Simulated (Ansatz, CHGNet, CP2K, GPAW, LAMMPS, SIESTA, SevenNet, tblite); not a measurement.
# Annealed particle of LiCl with 30 % Na on Li sites (108 atoms): one structure in several programs

How near do other programs and methods come to a plane-wave reference for annealed particle of LiCl with 30 % Na on Li sites (108 atoms)? A plane-wave run serves as the reference.

Program: Ansatz 0.2.0. Level of theory: Kohn-Sham DFT, PBE, PAW, plane waves. Results are calculated unless marked as measured.

## (1) The structure

The cell holds 108 atoms: 54 Cl, 16 Na and 38 Li. Its edges and angles: a = 24.972 Å, b = 24.628 Å, c = 24.947 Å, α = 90.0°, β = 90.0°, γ = 90.0°. It derives from LiCl (rocksalt LiCl). 1 sphere(s) of radius 7.77 Å cut from rocksalt LiCl (a = 5.25 Å), 30 % of Li replaced at random by Na, in vacuum, ions removed to neutrality; annealed 20 ps at 610 K with the Lennard-Jones and Coulomb ion parameters for SPC/E (Joung and Cheatham, J. Phys. Chem. B 112, 9020 (2008)), full charges, cooled to 300 K. Vacuum lies along a, b and c.

## (2) The reference run

The PAW files are the set soft_2.

input.yaml

```yaml
crystal:
  lattice:
    - [24.97242, 0.0, 0.0]
    - [0.0, 24.62796, 0.0]
    - [0.0, 0.0, 24.94686]
  atoms:
    - { symbol: Cl, position: [0.34133, 0.70796, 0.3747] }
    - { symbol: Cl, position: [0.4236, 0.79849, 0.5533] }
    - { symbol: Na, position: [0.36901, 0.7548, 0.47227] }
    - { symbol: Cl, position: [0.58695, 0.72436, 0.49329] }
    [... 98 atom lines left out ...]
    - { symbol: Cl, position: [0.61299, 0.46446, 0.70198] }
    - { symbol: Cl, position: [0.59043, 0.19868, 0.47097] }
    - { symbol: Li, position: [0.66946, 0.21745, 0.42095] }
    - { symbol: Cl, position: [0.68795, 0.30112, 0.47524] }
    - { symbol: Cl, position: [0.62069, 0.26448, 0.34331] }
    - { symbol: Na, position: [0.62316, 0.3604, 0.41186] }
kpoints:
  mp_grid: { grid: [1, 1, 1] }
hamiltonian:
  xc: pbe
scf:
  occupations: { method: fermi_dirac, width: 0.05 }
output:
  forces: true
  eigenvalues: true
  populations: true
```

Launch:

```sh
> ansatz run input.yaml --threads 16 --pin off --max-ram 31232MiB --backend cpu --events-out ev --progress --plain --runs-dir out
```

Output:

```text
[...]
Pseudopotentials: kind: paw
Pseudopotential: Cl, paw, valence charge 7, recommended cutoff 420 eV (normal), Cl.paw.azcp
Pseudopotential: Na, paw, valence charge 9, recommended cutoff 420 eV (normal), Na.paw.azcp
Pseudopotential: Li, paw, valence charge 3, recommended cutoff 420 eV (normal), Li.paw.azcp
[... 5 lines on functional and potentials left out ...]
Crystal: 108 atoms, lattice volume = 15342.812 Å³
Basis set: ecut = 420 eV, 299747 PW (Γ), exchange–correlation on 360×360×360 points (8 copies of the dense FFT grid, shifted against one another)
Bands: 426, of which v1, the nominal top of the filled ones, is band 318 counted from 1 (317 counted from 0)
Symmetry: 1 space group operations
Space group: P1 (ITA 1), of the structure as read, at distance tolerance 2.5e-4 Å
k-points: 1
[... 7 lines on functional and potentials left out ...]
Initial density: superposition of atomic densities (neutral atoms: chi_scale 0, normalization atom), corrected by the library's trained network
Initial wavefunctions: pseudopotential atomic-orbital guess
[...]
SCF iter   1: F=—  HF=-90034.665112 eV  |F-HF|=—  |Δ(HF+E_count)|=         —  Δρ=3.99e-4  dr2=1.22e-1  ethr=1.77e-3  ⟨swp⟩=8.0  Hψ=1911  notcnv=0  defer=53
preconditioner: auto → Resta (q_TF=auto, 1.605 Å⁻¹)  ε∞=1.4  [insulator: Δε(μ)=4.578 eV  Ē_g=10.494 eV  σ=0.050 eV  W_gap=1.00  n_scr=1036 (ndim 8)  ℏωp=6.2 eV  f_vac=0.804  D(μ)=0.00/eV (n_scr^D=0)  ε∞_Penn≈1.4  vacuum switching on, ρ_ref=8.0e-3 e/Å³]
[...]
SCF iter   6: F=—  HF=-90034.655104 eV  |F-HF|=—  |Δ(HF+E_count)|=   5.33e-5  Δρ=2.15e-6  dr2=9.71e-7  ethr=1.56e-9  ⟨swp⟩=2.0  Hψ=729  notcnv=0  defer=104
SCF iter   7: F=-90034.655105 eV  HF=-90034.655105 eV  |F-HF|=1.04e-7  |Δ(HF+E_count)|=   3.75e-7  Δρ=5.67e-7  dr2=3.73e-8  ethr=1.57e-11  ⟨swp⟩=30.0  Hψ=3104  notcnv=0
SCF 1 converged in 7 iterations: F = -90034.655105 eV  dr2 = 3.73e-8
[...]
SCF converged after 7 iterations
Free energy (F): -90034.655105 eV
Harris-Foulkes:  -90034.655105 eV  (|F-HF|=1.04e-7)
Internal energy: -90034.655105 eV  (E = F + TS)
E sigma→0 (E₀):  -90034.655105 eV
Fermi energy:    -2.809108 eV
--- Per-component energies (eV) ---
[...]
Σ components = -90034.655105   (vs F -90034.655105, Δ=0.00e0)
--- Forces (eV/Å), atoms counted from 1 ---
  atom   1  Cl     0.07455579    -0.04002847    -0.16276855
  atom   2  Cl     0.14265926    -0.14288352     0.27406255
  atom   3  Na     0.06222484    -0.24505273     0.06589324
  atom   4  Cl     0.18275480     0.05437967     0.05559819
[...]
atom 108  Na    -0.09684564    -0.07308607    -0.09715562
  max |Σ_I F_I| component: 2.68e-4 eV/Å
--- Band table (eV) ---
  k-point 0: bands = ["-55.9369", "-55.6517", "-55.4755", "-55.3550", [... 410 levels ...], "2.1466", "2.1543", "2.1761", "2.1804", "2.1944", "2.2011", "2.2215", "2.2231", "2.2327", "2.2517", "2.2602", "2.2843"]
--- Löwdin populations: 108 sites ---
  site symbol       q [e]
     0     Cl      7.7017
     1     Cl      7.7039
     2     Na      8.2300
[...]
107     Na      8.2702
  spilling = 0.004683 (of n_electrons = 636.000000)
```

Run time: 68 s. Hardware: 16 threads of Arm Neoverse V2, shared host; peak memory 18 GiB; 17 min of CPU time.

The run gave:

- free energy: -90034.6551 eV
- free energy per atom: -833.6542 eV/atom
- SCF cycles: 7
- r.m.s. force component: 0.1993 eV/Å
- longest force: 0.9358 eV/Å
- Fermi energy: -2.809 eV
- gap (highest filled to lowest empty level): 4.443 eV
- spilling of the projection: 0.004683

Neighbours are counted within 3.06 Å (Cl-Li), 3.38 Å (Cl-Na).

Length of the force by element and coordination:

| element | coordination | atoms | mean length of the force (eV/Å) | spread | least | most |
| --- | --- | --- | --- | --- | --- | --- |
| Cl | all | 54 | 0.269 | 0.108 | 0.0132 | 0.481 |
| Cl | 3 | 15 | 0.249 | 0.116 | 0.0132 | 0.481 |
| Cl | 4 | 27 | 0.286 | 0.109 | 0.0562 | 0.467 |
| Cl | 5 | 11 | 0.263 | 0.0875 | 0.153 | 0.415 |
| Cl | 6 | 1 | 0.188 | 0 | 0.188 | 0.188 |
| Li | all | 38 | 0.382 | 0.195 | 0.106 | 0.936 |
| Li | 3 | 15 | 0.547 | 0.180 | 0.279 | 0.936 |
| Li | 4 | 18 | 0.289 | 0.116 | 0.106 | 0.527 |
| Li | 5 | 5 | 0.222 | 0.0745 | 0.111 | 0.316 |
| Na | all | 16 | 0.258 | 0.131 | 0.0905 | 0.557 |
| Na | 3 | 1 | 0.557 | 0 | 0.557 | 0.557 |
| Na | 4 | 9 | 0.297 | 0.102 | 0.0905 | 0.487 |
| Na | 5 | 3 | 0.153 | 0.0489 | 0.0924 | 0.212 |
| Na | 6 | 3 | 0.145 | 0.0175 | 0.120 | 0.159 |

Löwdin charges by element and coordination (they lack the spilled electrons, 0.028 e an atom on average):

| element | coordination | atoms | mean charge (e) | spread | least | most |
| --- | --- | --- | --- | --- | --- | --- |
| Cl | all | 54 | -0.688 | 0.0164 | -0.730 | -0.654 |
| Cl | 3 | 15 | -0.705 | 0.0115 | -0.730 | -0.687 |
| Cl | 4 | 27 | -0.686 | 0.0114 | -0.703 | -0.660 |
| Cl | 5 | 11 | -0.671 | 0.0108 | -0.685 | -0.654 |
| Cl | 6 | 1 | -0.665 | 0 | -0.665 | -0.665 |
| Li | all | 38 | 0.739 | 0.0306 | 0.688 | 0.795 |
| Li | 3 | 15 | 0.770 | 0.0172 | 0.729 | 0.795 |
| Li | 4 | 18 | 0.722 | 0.0162 | 0.688 | 0.744 |
| Li | 5 | 5 | 0.704 | 0.0049 | 0.697 | 0.712 |
| Na | all | 16 | 0.754 | 0.0307 | 0.709 | 0.813 |
| Na | 3 | 1 | 0.813 | 0 | 0.813 | 0.813 |
| Na | 4 | 9 | 0.768 | 0.0165 | 0.744 | 0.794 |
| Na | 5 | 3 | 0.733 | 0.0077 | 0.726 | 0.744 |
| Na | 6 | 3 | 0.71 | 9.0e-4 | 0.709 | 0.711 |

The levels nearest the highest filled one (over half full), pooled over k-points and spins:

| level less the highest filled one (eV) | occupation |
| --- | --- |
| -0.264 | 2 |
| -0.208 | 2 |
| -0.199 | 2 |
| -0.169 | 2 |
| -0.104 | 2 |
| 0 | 2 |
| 4.44 | 0 |
| 4.65 | 0 |
| 4.76 | 0 |
| 4.77 | 0 |
| 4.90 | 0 |
| 4.95 | 0 |

## (3) What was run beside it

The programs:
- CHGNet: machine-learned potential, published weights.
- CP2K 2026.2: Gaussian basis with GTH pseudopotentials and a plane-wave density; labels give functional, basis (MOLOPT sets; SR short-range, UZH the newer set with its own potentials), grid cutoff/relative cutoff and solver (OT: orbital transformation; TRS4, TC2, SIGN: linear-scaling purification with its sparsity filter), or its built-in tight binding.
- GPAW 26.7.0: PAW with atomic orbitals (LCAO), plane waves or a real-space grid of spacing h.
- SIESTA 5.4.2: numerical atomic orbitals, whose automatically made sets are far from complete, with PseudoDojo norm-conserving potentials that we converted to its format (checked against plane waves on the same files for H, C, O, Si, Ge and Ca alone); labels give functional, basis size, energy shift and mesh cutoff.
- SevenNet: machine-learned potential, published weights.
- tblite 0.8.0: extended tight binding, driven from Python.

All use the same cell and atoms; the electronic-structure runs use the same k-mesh, and an electronic temperature of 580 K (0.05 eV) where levels are smeared.

Differences are against the plane-wave reference, forces as r.m.s. over components; share is that over the reference's r.m.s. force, slope the least-squares factor from reference forces to these. Total energies of different programs have different zeros and aren't compared.

| run | Δ force, r.m.s. (meV/Å) | share (%) | slope | Δ gap (eV) | cores | CPU time | memory (GiB) |
| --- | --- | --- | --- | --- | --- | --- | --- |
| reference | - | - | - | - | 16 | 17 min | 18 |
| CHGNet r2SCAN potential | 116 | 58.0 | 0.619 | - | 1 | 3.2 s | 0.65 |
| CP2K GFN1-xTB, diagonalisation | 139 | 69.5 | 0.882 | - | 1 | 7.4 s | 0.65 |
| CP2K PBE, DZVP-UZH, 600/60 Ry, diagonalisation (coarse) | 262 | 131 | 1.000 | -0.0508 | 1 | 13 min | 39 |
| GPAW PBE, LCAO dzp, h 0.2 Å | 38.7 | 19.4 | 1.083 | -0.248 | 2 | 3.1 min | 5.8 |
| GPAW PBE, LCAO dzp, h 0.2 Å, other mixer settings | 38.9 | 19.5 | 1.083 | -0.249 | 2 | 4 min | 4.9 |
| GPAW PBE, LCAO dzp, h 0.25 Å (coarse) | 43.9 | 22.0 | 1.075 | -0.248 | 1 | 1.7 min | 3.0 |
| GPAW RPBE, LCAO dzp, h 0.2 Å | 54.6 | 27.4 | 1.072 | -0.406 | 2 | 3.2 min | 5.8 |
| SIESTA PBE, DZ, shift 0.01 Ry, mesh 500 Ry (coarse) | 148 | 74.3 | 1.031 | -0.297 | 2 | 6.8 min | 6.8 |
| SIESTA PBE, DZP, shift 0.01 Ry, mesh 500 Ry | 63.3 | 31.7 | 1.070 | -0.108 | 2 | 11 min | 8.3 |
| SIESTA PBE, DZP, shift 0.04 Ry, mesh 500 Ry (coarse) | 362 | 181 | 1.510 | -0.662 | 2 | 7.5 min | 7.1 |
| SIESTA PBE, SZ, shift 0.01 Ry, mesh 500 Ry (coarse) | 125 | 62.9 | 0.994 | -1.04 | 2 | 6.9 min | 6.5 |
| SIESTA PBE, TZP, shift 0.01 Ry, mesh 500 Ry | 66.2 | 33.2 | 1.075 | -0.115 | 4 | 12 min | 8.5 |
| SevenNet 0 potential | 47.5 | 23.9 | 0.924 | - | 1 | 7.2 s | 0.72 |
| SevenNet l3i5 potential | 60.6 | 30.4 | 0.857 | - | 1 | 8.6 s | 0.99 |
| tblite GFN1-xTB | 133 | 66.9 | 0.893 | - | 1 | 4.3 s | 0.65 |

Rows marked coarse were listed beforehand as settings not expected to be converged; some can still land near the reference.

Times of the machine-learned potentials are mostly Python's start and the loading of weights.

CPU time is summed over cores on a shared host, where runs went side by side, so it is rough. Symmetry, cutoffs, thresholds, outputs and thread counts weren't matched or tuned between programs; memory under MPI is the largest rank's times the ranks.

Mean charges by element (e), by run and scheme:

| run | scheme | Cl | Na | Li |
| --- | --- | --- | --- | --- |
| reference | Löwdin | -0.69 | +0.75 | +0.74 |
| CP2K GFN1-xTB, diagonalisation | Mulliken | -0.50 | +0.68 | +0.42 |
| SIESTA PBE, DZP, shift 0.01 Ry, mesh 500 Ry | Hirshfeld | -0.18 | +0.29 | +0.14 |
| SIESTA PBE, TZP, shift 0.01 Ry, mesh 500 Ry | Hirshfeld | -0.19 | +0.29 | +0.14 |
| tblite GFN1-xTB | Mulliken | -0.49 | +0.66 | +0.42 |

The reference's Löwdin charges lack the electrons that the projection spills, 0.028 e an atom on average.

Within one program, basis, potentials and functional, energies share a zero. Each run against its twin at the usual cutoff or grid and solver:

| run | twin | Δ energy (meV/atom) | Δ force, r.m.s. (meV/Å) | CPU time over the twin's |
| --- | --- | --- | --- | --- |
| GPAW PBE, LCAO dzp, h 0.2 Å, other mixer settings | LCAO dzp, h 0.2 Å | 0 | 2.64 | 1.3 |
| GPAW PBE, LCAO dzp, h 0.25 Å | LCAO dzp, h 0.2 Å | 74.8 | 24.3 | 0.54 (this twin ran on 2 cores) |

## (4) Outcome

```yaml
reference_r_m_s_force_component: 0.199 eV/Å
nearest_in_forces: GPAW PBE, LCAO dzp, h 0.2 Å, 19 %
farthest_in_forces: SIESTA PBE, DZP, shift 0.04 Ry, mesh 500 Ry (coarse), 181 %
cheapest_electronic_structure_run_beside_the_reference: tblite GFN1-xTB, 4.3 s of CPU time
```

**Reading.** The PBE runs in local orbitals, coarse settings apart, differ by 19 % (GPAW PBE, LCAO dzp, h 0.2 Å) to 33 % (SIESTA PBE, TZP, shift 0.01 Ry, mesh 500 Ry); basis, grid and potentials can all enter. Tight binding differs by 67 % (tblite GFN1-xTB) to 70 % (CP2K GFN1-xTB, diagonalisation); it is another model, with fitted parameters of its own, and the xTB methods hold dispersion. Machine-learned potentials differ by 24 % (SevenNet 0 potential) to 58 % (CHGNet r2SCAN potential); they were trained on other programs' data, some at another functional. Rows with another functional or a dispersion term differ by 27 % (GPAW RPBE, LCAO dzp, h 0.2 Å), which mixes the change of model with differences of basis and potentials. Runs with settings chosen to be coarse differ by 22 % (GPAW PBE, LCAO dzp, h 0.25 Å) to 181 % (SIESTA PBE, DZP, shift 0.04 Ry, mesh 500 Ry), their programs' other errors included. Of the electronic-structure runs that take under half the reference's CPU time, GPAW PBE, LCAO dzp, h 0.2 Å is among the nearest, at 19 % in 3.1 min against 17 min. At the same functional, gaps differ from the reference's 4.44 eV by between -1.04 and -0.05 eV. Charges hang on model, scheme and program or settings: among these rows the mean for Li runs from +0.14 to +0.74 e. In the reference: filled and empty levels are parted by 4.44 eV (at Γ alone); a semilocal functional tends to put such gaps too low. In the reference: mean Löwdin charges: Cl -0.69, Li +0.74, Na +0.75 e (they miss 0.47 % of the electrons, so they add up to more than the cell's charge). Periodic xTB results under one method name differ between programs and library versions. The potentials hold different valence shells: 636 electrons in the reference, 528 in GPAW; this bears on time and differences. The network of bonds at the start is that of the classical potential that made the cell, and needn't be the one that DFT or experiment would give. The ion parameters were fitted for water, not for melts, so the starting structure of this cell may lie well off the real melt's.

[Also dropped from logs without a mark: logging warnings of Python, and SIESTA's first energy breakdown and zero terms.]

[Logs are printed without paths, hosts, clocks, repeated set-up lines and the standing remarks that a program may print on its own settings, such as how far it seeks lower states.]

[Hosts, paths, dates, database ids (printed as entryN), source tags and the programs' standing remarks are cut or masked in the printed files.]
